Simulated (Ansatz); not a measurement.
# Decaying states in the gap of SrBeSeS

Aim: relax a made-up compound, SrBeSeS, and see how good a tunnel barrier it would be. It is built by putting Be for part of the Sr in the Sr2SeS structure of space group R-3m, with the volume rescaled by atomic radii. The parent structure comes from the Materials Project.

Main program and level: Ansatz 0.2.0; LDA DFT, plane waves, PAW files, in the first sound run; inputs show where later runs differ.

The structure was built from a prototype and need not be the compound's stable phase.

**1. Set-up**

The structure is trigonal, space group R3m (No. 160). Conventional cell: a = 3.929 Å, b = 3.929 Å, c = 19.271 Å, α = 90.00°, β = 90.00°, γ = 120.00°. Nearest to Sr lie 3 S at 2.75 Å and 3 Se at 2.81 Å. Nearest to Be lie 3 S at 2.75 Å and 3 Se at 2.81 Å. Nearest to Se lie 3 Be at 2.81 Å and 3 Sr at 2.81 Å. Nearest to S lie 3 Sr at 2.75 Å and 3 Be at 2.75 Å. It derives from Sr2SeS. Be for part of the Sr in the Sr2SeS structure of space group R-3m. Farther neighbours and most contacts between anions are not listed.

**2. Cell and atoms at rest**

The substituted atoms don't fit the parent's cell, so cell and atoms relax together. A small smearing keeps the run stable in case the gap closes on the way.

Contents of input.yaml:

```yaml
crystal:
  lattice:
    - [1.9645306074, 1.134222275, 6.4236656754]
    - [-1.9645306074, 1.134222275, 6.4236656754]
    - [0.0, -2.2684445501, 6.4236656754]
  atoms:
    - { symbol: Sr, position: [0.24718407, 0.24718407, 0.24718407] }
    - { symbol: Be, position: [0.75281593, 0.75281593, 0.75281593] }
    - { symbol: Se, position: [0.0, 0.0, 0.0] }
    - { symbol: S, position: [0.5, 0.5, 0.5] }
kpoints:
  mp_grid: { grid: [6, 6, 6] }
scf:
  occupations: { method: gaussian, width: 0.03 }
hamiltonian:
  xc: lda
output:
  forces: true
  stress: true
relax:
  f_tol: 0.02
  max_steps: 60
  cell: {}
```

Run with:

```console
ansatz run input.yaml --threads 2 --pin off --max-ram 4096MiB --backend cpu --events-out ev --progress --plain --runs-dir out
```

Numbers of over 12 decimals in the logs are rounded to 6 here.

What it wrote:

```text
basis.fft_grid_basis auto: the FFT boxes are laid along the combinations [[1, 0, -1], [0, 1, -1], [0, 0, 1]] of the cell's own vectors, 3.929, 3.929 and 6.812 Å long. The dense box has 27×27×48 points. Along the cell's own vectors, as sized, it would have 48×48×48, 3.16 times as many. Of the 6 symmetry operations that the crystal satisfies within crystal.symmetry.tolerance (time reversal apart; of a slab, those that  [...]
Engine: ansatz 0.2.0, aarch64-unknown-linux-gnu
Pseudopotentials: kind: paw
Pseudopotential: Sr, paw, valence charge 10, recommended cutoff 420 eV (normal), Sr.paw.azcp
Pseudopotential: Be, paw, valence charge 2, recommended cutoff 420 eV (normal), Be.paw.azcp
Pseudopotential: Se, paw, valence charge 16, recommended cutoff 420 eV (normal), Se.paw.azcp
Pseudopotential: S, paw, valence charge 6, recommended cutoff 420 eV (normal), S.paw.azcp
Functional definition: SPW92
  exchange = slater_x
  correlation = pw_c
Crystal: 4 atoms, lattice volume = 85.880 Å³
Basis set: ecut = 420 eV, 1701 PW (Γ), FFT grids on a1−a3, a2−a3, a3
Bands: 21, of which v1, the nominal top of the filled ones, is band 17 counted from 1 (16 counted from 0)
Symmetry: 6 space group operations
Space group: R3m (ITA 160), of the structure as read, at distance tolerance 4.4e-5 Å
k-points: 32 of 216 (time reversal used)
Non-local potential: Sr, projectors of the file, l = 0: 3, l = 1: 2, l = 2: 2
Non-local potential: Be, projectors of the file, l = 0: 2, l = 1: 2, l = 2: 1
Non-local potential: Se, projectors of the file, l = 0: 2, l = 1: 2, l = 2: 3, l = 3: 1
Non-local potential: S, projectors of the file, l = 0: 2, l = 1: 2, l = 2: 2
PAW form: soft (Blöchl's): semilocal exchange-correlation on the pseudo side does not see the compensation charge
PAW frozen core: Sr, regenerated for the run's functional, and the local potential with it (the file was generated under x = pbe(κ = 0.804, μ = 0.219515), c = pbe(β = 0.066725))
PAW frozen core: Be, regenerated for the run's functional, and the local potential with it (the file was generated under x = pbe(κ = 0.804, μ = 0.219515), c = pbe(β = 0.066725))
PAW frozen core: Se, regenerated for the run's functional, and the local potential with it (the file was generated under x = pbe(κ = 0.804, μ = 0.219515), c = pbe(β = 0.066725))
PAW frozen core: S, regenerated for the run's functional, and the local potential with it (the file was generated under x = pbe(κ = 0.804, μ = 0.219515), c = pbe(β = 0.066725))
PAW one-centre angular grid: Sr, 110 points (default); XC on 64 Gauss nodes
PAW one-centre angular grid: Be, 110 points (default); XC on 64 Gauss nodes
PAW one-centre angular grid: Se, 590 points (default); XC on 64 Gauss nodes
PAW one-centre angular grid: S, 110 points (default); XC on 64 Gauss nodes
Initial density: superposition of atomic densities (neutral atoms: chi_scale 0, normalization atom), corrected by the library's trained network
Initial wavefunctions: pseudopotential atomic-orbital guess
Functional: x = slater, c = lda
SCF iter   1: F=—  HF=-9788.568081 eV  |F-HF|=—  |Δ(HF+E_count)|=         —  Δρ=4.94e-3  dr2=1.72e-2  ethr=1.77e-3  ⟨swp⟩=10.8  Hψ=4187  notcnv=0
preconditioner: auto → Resta (q_TF=auto, 2.338 Å⁻¹)  ε∞=3.8  [insulator: Δε(μ)=2.053 eV  Ē_g=11.291 eV  σ=0.030 eV  W_gap=1.00  n_scr=22 (ndim 8)  ℏωp=18.8 eV  f_vac=0.000  D(μ)=0.00/eV (n_scr^D=0)  ε∞_Penn≈3.8]
SCF iter   2: F=—  HF=-9788.565523 eV  |F-HF|=—  |Δ(HF+E_count)|=   2.56e-3  Δρ=2.38e-3  dr2=2.84e-3  ethr=5.07e-5  ⟨swp⟩=2.0  Hψ=1220  notcnv=0
SCF iter   3: F=—  HF=-9788.564812 eV  |F-HF|=—  |Δ(HF+E_count)|=   7.11e-4  Δρ=5.21e-4  dr2=1.87e-4  ethr=8.36e-6  ⟨swp⟩=2.6  Hψ=1232  notcnv=0
SCF iter   4: F=—  HF=-9788.564777 eV  |F-HF|=—  |Δ(HF+E_count)|=   3.57e-5  Δρ=1.20e-4  dr2=1.48e-5  ethr=5.50e-7  ⟨swp⟩=2.0  Hψ=1216  notcnv=0
SCF iter   5: F=—  HF=-9788.564776 eV  |F-HF|=—  |Δ(HF+E_count)|=   4.41e-7  Δρ=3.12e-5  dr2=7.01e-7  ethr=4.36e-8  ⟨swp⟩=2.0  Hψ=1216  notcnv=0
SCF iter   6: F=-9788.564776 eV  HF=-9788.564776 eV  |F-HF|=1.76e-8  |Δ(HF+E_count)|=   5.23e-8  Δρ=1.10e-5  dr2=9.76e-8  ethr=2.94e-10  ⟨swp⟩=5.0  Hψ=2739  notcnv=0
SCF 1 converged in 6 iterations: F = -9788.564776 eV  dr2 = 9.76e-8
  greatest PAW one-centre occupation: 1.000 electrons in one spin orbital (limit 2), on the Se atom at site 2 (counted from 0), in its partial waves of l = 2
relax step   1: F+E_penalty+E_count = -9788.56477644 eV  Δ(F+E_penalty+E_count) = +0.000e0 eV  max|allowed force component| = 3.155e0 eV/Å  Δτ_max = 0.0000 Å  P = -0.788 GPa  Ω = 85.880 Å³  (6 SCF iters, dr2 threshold 1.00e-7 eV, accepted)
Crystal: 4 atoms, lattice volume = 85.090 Å³
Initial density: handed on by an earlier stage of this run
Initial wavefunctions: those handed on with the density
iter 1 solved again at ethr=2.43e-4 eV; its pass at ethr=3.10e-3 eV (dr2=8.26e-2 eV) is discarded
SCF iter   1: F=—  HF=-9789.421160 eV  |F-HF|=—  |Δ(HF+E_count)|=         —  Δρ=1.09e-2  dr2=8.50e-2  ethr=2.43e-4  ⟨swp⟩=1.2  Hψ=4350  notcnv=0
preconditioner: auto → Resta (q_TF=auto, 2.341 Å⁻¹)  ε∞=3.7  [insulator: Δε(μ)=2.177 eV  Ē_g=11.470 eV  σ=0.030 eV  W_gap=1.00  n_scr=22 (ndim 8)  ℏωp=18.9 eV  f_vac=0.000  D(μ)=0.00/eV (n_scr^D=0)  ε∞_Penn≈3.7]
SCF iter   2: F=—  HF=-9789.394030 eV  |F-HF|=—  |Δ(HF+E_count)|=   2.71e-2  Δρ=4.87e-3  dr2=1.58e-2  ethr=2.43e-4  ⟨swp⟩=3.0  Hψ=1227  notcnv=0
SCF iter   3: F=—  HF=-9789.388565 eV  |F-HF|=—  |Δ(HF+E_count)|=   5.47e-3  Δρ=6.32e-4  dr2=3.07e-4  ethr=4.64e-5  ⟨swp⟩=2.8  Hψ=1310  notcnv=0
SCF iter   4: F=—  HF=-9789.388647 eV  |F-HF|=—  |Δ(HF+E_count)|=   8.18e-5  Δρ=2.70e-4  dr2=4.99e-5  ethr=9.04e-7  ⟨swp⟩=2.0  Hψ=1224  notcnv=0
SCF iter   5: F=—  HF=-9789.388639 eV  |F-HF|=—  |Δ(HF+E_count)|=   8.46e-6  Δρ=4.80e-5  dr2=2.54e-6  ethr=1.47e-7  ⟨swp⟩=2.0  Hψ=1216  notcnv=0
SCF iter   6: F=-9789.388638 eV  HF=-9789.388638 eV  |F-HF|=3.89e-9  |Δ(HF+E_count)|=   2.80e-7  Δρ=1.70e-5  dr2=3.42e-7  ethr=1.18e-9  ⟨swp⟩=5.0  Hψ=2580  notcnv=0
SCF 2 converged in 6 iterations: F = -9789.388638 eV  dr2 = 3.42e-7
relax step   2: F+E_penalty+E_count = -9789.38863834 eV  Δ(F+E_penalty+E_count) = -8.239e-1 eV  max|allowed force component| = 1.632e0 eV/Å  Δτ_max = 0.1988 Å  P = -3.674 GPa  Ω = 85.090 Å³  energy of the carried Pulay correction = +7.460e-5 eV  (6 SCF iters, dr2 threshold 4.00e-7 eV, accepted)
Crystal: 4 atoms, lattice volume = 83.990 Å³
Basis set: ecut = 420 eV, 1665 PW (Γ), FFT grids on a1−a3, a2−a3, a3
iter 1 solved again at ethr=3.62e-5 eV; its pass at ethr=3.10e-3 eV (dr2=1.23e-2 eV) is discarded
SCF iter   1: F=—  HF=-9789.572513 eV  |F-HF|=—  |Δ(HF+E_count)|=         —  Δρ=4.24e-3  dr2=1.25e-2  ethr=3.62e-5  ⟨swp⟩=2.3  Hψ=4590  notcnv=0
preconditioner: auto → Resta (q_TF=auto, 2.347 Å⁻¹)  ε∞=3.7  [insulator: Δε(μ)=2.104 eV  Ē_g=11.593 eV  σ=0.030 eV  W_gap=1.00  n_scr=22 (ndim 8)  ℏωp=19.0 eV  f_vac=0.000  D(μ)=0.00/eV (n_scr^D=0)  ε∞_Penn≈3.7]
SCF iter   2: F=—  HF=-9789.568474 eV  |F-HF|=—  |Δ(HF+E_count)|=   4.04e-3  Δρ=1.86e-3  dr2=2.29e-3  ethr=3.62e-5  ⟨swp⟩=2.2  Hψ=1090  notcnv=0
SCF iter   3: F=—  HF=-9789.567680 eV  |F-HF|=—  |Δ(HF+E_count)|=   7.94e-4  Δρ=3.13e-4  dr2=9.70e-5  ethr=6.72e-6  ⟨swp⟩=2.1  Hψ=1158  notcnv=0
SCF iter   4: F=—  HF=-9789.567680 eV  |F-HF|=—  |Δ(HF+E_count)|=   1.73e-7  Δρ=8.29e-5  dr2=7.39e-6  ethr=2.85e-7  ⟨swp⟩=2.0  Hψ=1216  notcnv=0
SCF iter   5: F=—  HF=-9789.567674 eV  |F-HF|=—  |Δ(HF+E_count)|=   5.81e-6  Δρ=3.94e-5  dr2=1.55e-6  ethr=2.17e-8  ⟨swp⟩=2.0  Hψ=1216  notcnv=0
SCF iter   6: F=-9789.567673 eV  HF=-9789.567673 eV  |F-HF|=1.94e-8  |Δ(HF+E_count)|=   3.94e-7  Δρ=9.76e-6  dr2=8.64e-8  ethr=1.18e-9  ⟨swp⟩=5.0  Hψ=2609  notcnv=0
SCF 3 converged in 6 iterations: F = -9789.567673 eV  dr2 = 8.64e-8
relax step   3: F+E_penalty+E_count = -9789.56767341 eV  Δ(F+E_penalty+E_count) = -1.790e-1 eV  max|allowed force component| = 1.109e0 eV/Å  Δτ_max = 0.0712 Å  P = -3.652 GPa  Ω = 83.990 Å³  energy of the carried Pulay correction = +1.797e-4 eV  (6 SCF iters, dr2 threshold 4.00e-7 eV, accepted)
[...]
relax step   4: F+E_penalty+E_count = -9789.76262548 eV  Δ(F+E_penalty+E_count) = -1.950e-1 eV  max|allowed force component| = 4.448e-1 eV/Å  Δτ_max = 0.1848 Å  P = -1.117 GPa  Ω = 79.329 Å³  energy of the carried Pulay correction = +6.406e-4 eV  (7 SCF iters, dr2 threshold 4.00e-7 eV, accepted)
[...]
relax step   5: F+E_penalty+E_count = -9789.78463003 eV  Δ(F+E_penalty+E_count) = -2.200e-2 eV  max|allowed force component| = 5.184e-2 eV/Å  Δτ_max = 0.0436 Å  P = -0.732 GPa  Ω = 79.021 Å³  energy of the carried Pulay correction = +6.720e-4 eV  (5 SCF iters, dr2 threshold 4.00e-7 eV, accepted)
[...]
relax step   6: F+E_penalty+E_count = -9789.78699635 eV  Δ(F+E_penalty+E_count) = -2.366e-3 eV  max|allowed force component| = 2.038e-2 eV/Å  Δτ_max = 0.0047 Å  P = -0.119 GPa  Ω = 78.330 Å³  energy of the carried Pulay correction = +7.428e-4 eV  (5 SCF iters, dr2 threshold 4.00e-7 eV, accepted)
[...]
relax step   7: F+E_penalty+E_count = -9789.78711911 eV  Δ(F+E_penalty+E_count) = -1.228e-4 eV  max|allowed force component| = 1.356e-2 eV/Å  Δτ_max = 0.0016 Å  P = -0.002 GPa  Ω = 78.189 Å³  energy of the carried Pulay correction = +7.574e-4 eV  (4 SCF iters, dr2 threshold 4.85e-8 eV, accepted)
Initial wavefunctions: pseudopotential atomic-orbital guess (no wavefunctions were taken with the density)
iter 1 solved again at ethr=2.00e-7 eV; its pass at ethr=3.10e-3 eV (dr2=6.80e-5 eV) is discarded
SCF iter   1: F=—  HF=-9789.786458 eV  |F-HF|=—  |Δ(HF+E_count)|=         —  Δρ=6.30e-5  dr2=3.48e-7  ethr=2.00e-7  ⟨swp⟩=4.0  Hψ=6144  notcnv=0
preconditioner: auto → Resta (q_TF=auto, 2.375 Å⁻¹)  ε∞=3.8  [insulator: Δε(μ)=1.589 eV  Ē_g=11.843 eV  σ=0.030 eV  W_gap=1.00  n_scr=22 (ndim 8)  ℏωp=19.7 eV  f_vac=0.000  D(μ)=0.00/eV (n_scr^D=0)  ε∞_Penn≈3.8]
SCF iter   2: F=—  HF=-9789.786460 eV  |F-HF|=—  |Δ(HF+E_count)|=   1.73e-6  Δρ=3.44e-5  dr2=1.67e-7  ethr=1.02e-9  ⟨swp⟩=2.3  Hψ=1227  notcnv=0
SCF iter   3: F=—  HF=-9789.786460 eV  |F-HF|=—  |Δ(HF+E_count)|=   1.10e-7  Δρ=1.20e-5  dr2=1.91e-8  ethr=4.91e-10  ⟨swp⟩=2.0  Hψ=866  notcnv=0
SCF iter   4: F=—  HF=-9789.786460 eV  |F-HF|=—  |Δ(HF+E_count)|=   1.18e-8  Δρ=1.57e-6  dr2=7.63e-10  ethr=5.61e-11  ⟨swp⟩=2.0  Hψ=832  notcnv=0
SCF iter   5: F=-9789.786460 eV  HF=-9789.786460 eV  |F-HF|=0.00e0  |Δ(HF+E_count)|=  1.56e-10  Δρ=1.71e-7  dr2=1.56e-11  ethr=1.00e-12  ⟨swp⟩=4.0  Hψ=3099  notcnv=0
SCF 8 converged in 5 iterations: F = -9789.786460 eV  dr2 = 1.56e-11
relax step   8: F+E_penalty+E_count = -9789.78645972 eV  Δ(F+E_penalty+E_count) = +6.594e-4 eV  max|allowed force component| = 1.360e-2 eV/Å  Δτ_max = 0.0000 Å  P = -0.005 GPa  Ω = 78.189 Å³  stress off target by 4.66e-3 GPa  SCF on the basis re-selected at this cell (its energy is not comparable with the rows above)  (5 SCF iters)
basis re-selected at this cell: Δ(F+E_penalty+E_count) = +6.594e-4 eV, ΔP = -0.003 GPa vs the last step (what re-selecting the basis moved, of the pressure what is left beyond the Pulay correction that the steps carried, after the strain that the cell walked since its last selection, with what the two solves' SCF thresholds leave and, on support functions, any second-order correction that the steps lacked; it is no measure of the basis error at this ecutwfc). The dense FFT grid was sized anew with the basis: this SCF ran on 27×27×45 points, the steps before it on 27×27×48, so part of this shift can come from that change (see relax.cell in the input reference). [rest of the remark cut]
SCF converged after 5 iterations
Free energy (F): -9789.786460 eV
Harris-Foulkes:  -9789.786460 eV  (|F-HF|=0.00e0)
Internal energy: -9789.786460 eV  (E = F + TS)
E sigma→0 (E₀):  -9789.786460 eV
Fermi energy:    9.017671 eV
--- Per-component energies (eV) ---
  E_band       = -430.363502
  E_kinetic    = 495.355085
  E_local      = -3381.616290  (includes V_loc(G=0)·N_el)
  E_nonlocal   = -350.275863
  E_hartree    = 1506.898283
  E_xc         = -393.402128
  E_vxc        = -372.072324  (∫ρ·V_xc dr)
  E_paw        = -5047.096949  (= ΣΔE_a)
  E_vpaw       = 164.449832  (= ΣTr[D̂ρ^β])
  E_aug_tail   = -0.000583  (compensation charges beyond the density's cutoff)
  E_ewald      = -2622.342997
  E_core_change = 2.694982  (= ΣΔE_core)
  E_smearing   = -0.000000  (= −TS)
  E_closure    = 0.000000  (closes the sum)
  Σ components = -9789.786460   (vs F -9789.786460, Δ=0.00e0)
--- Forces (eV/Å), atoms counted from 1 ---
  atom   1  Sr     0.00000000    -0.00000000     0.00913899
  atom   2  Be    -0.00000000    -0.00000000     0.01265136
  atom   3  Se     0.00000000     0.00000000    -0.00818242
  atom   4  S      0.00000000     0.00000000    -0.01359475
  max |Σ_I F_I| component: 1.32e-5 eV/Å
--- Stress (GPa, compression-positive) ---
       -0.004662       0.000000       0.000000
        0.000000      -0.004662      -0.000000
        0.000000      -0.000000      -0.004190
  P = ⅓ Tr σ = -0.0045 GPa (-0.045 kbar)
--- Relaxed structure (7 steps of the walk, 7 accepted, 1 SCFs on fresh bases) ---
  F+E_penalty+E_count = -9789.78645972 eV   max|allowed force component| = 1.360e-2 eV/Å   (the final SCF, on the basis selected at the relaxed cell)
  cell:  # Å, volume = 78.1889 Å³
    - [1.889010, 1.090621, 6.325366]
    - [-1.889010, 1.090621, 6.325366]
    - [0, -2.181241, 6.325366]
  atoms:
    - { symbol: Sr, position: [0.245319, 0.245319, 0.245319] }
    - { symbol: Be, position: [0.749935, 0.749935, 0.749935] }
    - { symbol: Se, position: [0.021385, 0.021385, 0.021385] }
    - { symbol: S, position: [0.483361, 0.483361, 0.483361] }
```

Run time: 18 s. Hardware: 2 threads of Arm Neoverse V2, shared host; peak memory 0.4 GiB.

The steps of the relaxation:

```
step  energy less that of the first step (eV)  largest force component (eV/Å)  pressure (GPa)  volume (Å³)
   1                                   0.0000                          3.1554           -0.79        85.88
   2                                  -0.8239                          1.6316           -3.67        85.09
   3                                  -1.0029                          1.1085           -3.65        83.99
   4                                  -1.1978                          0.4448           -1.12        79.33
   5                                  -1.2199                          0.0518           -0.73        79.02
   6                                  -1.2222                          0.0204           -0.12        78.33
   7                                  -1.2223                          0.0136            0.00        78.19
  8*                                  -1.2217                          0.0136            0.00        78.19
```

Relaxation steps marked * repeat the geometry before them on a plane-wave basis chosen anew for their cell, so energy and pressure can jump there.

Forces are held to the 6 operations that the run works with; a distortion that breaks them can't arise in this run.

```
conventional cell, symmetrised  before   after  change
                         a (Å)   3.929   3.778  -3.8 %
                         b (Å)   3.929   3.778  -3.8 %
                         c (Å)  19.271  18.976  -1.5 %
              volume (Å³/atom)   21.47   19.55  -9.0 %
```

The atoms that moved most (Å, as changes of fractional coordinates times the final cell):

```
atom     dx     dy      dz  length
 Se3  0.000  0.000   0.406   0.406
  S4  0.000  0.000  -0.316   0.316
 Be2  0.000  0.000  -0.055   0.055
 Sr1  0.000  0.000  -0.035   0.035
```

Final coordinates:

```cif
data_structure
_symmetry_space_group_name_H-M 'P 1'
_symmetry_Int_Tables_number 1
_cell_length_a 6.6909
_cell_length_b 6.6909
_cell_length_c 6.6909
_cell_angle_alpha 32.798
_cell_angle_beta 32.798
_cell_angle_gamma 32.798
_cell_volume 78.19
loop_
_atom_site_label
_atom_site_type_symbol
_atom_site_fract_x
_atom_site_fract_y
_atom_site_fract_z
_atom_site_occupancy
Sr1 Sr 0.24532 0.24532 0.24532 1
Be2 Be 0.74994 0.74994 0.74994 1
Se3 Se 0.02139 0.02139 0.02139 1
S4 S 0.48336 0.48336 0.48336 1
```

Numbers from this step:

```yaml
free_energy: -9789.7865 eV
fermi_energy: 9.018 eV
pressure: -0.004504 GPa
```

The largest force component on a free atom ends at 0.014 eV/Å.

(Continued in part 2 of 3.)

[Logs are printed without paths, hosts, clocks, repeated set-up lines and the standing remarks that a program may print on its own settings, such as how far it seeks lower states.]

[Hosts, paths, dates, database ids (printed as entryN), source tags and the programs' standing remarks are cut or masked in the printed files.]
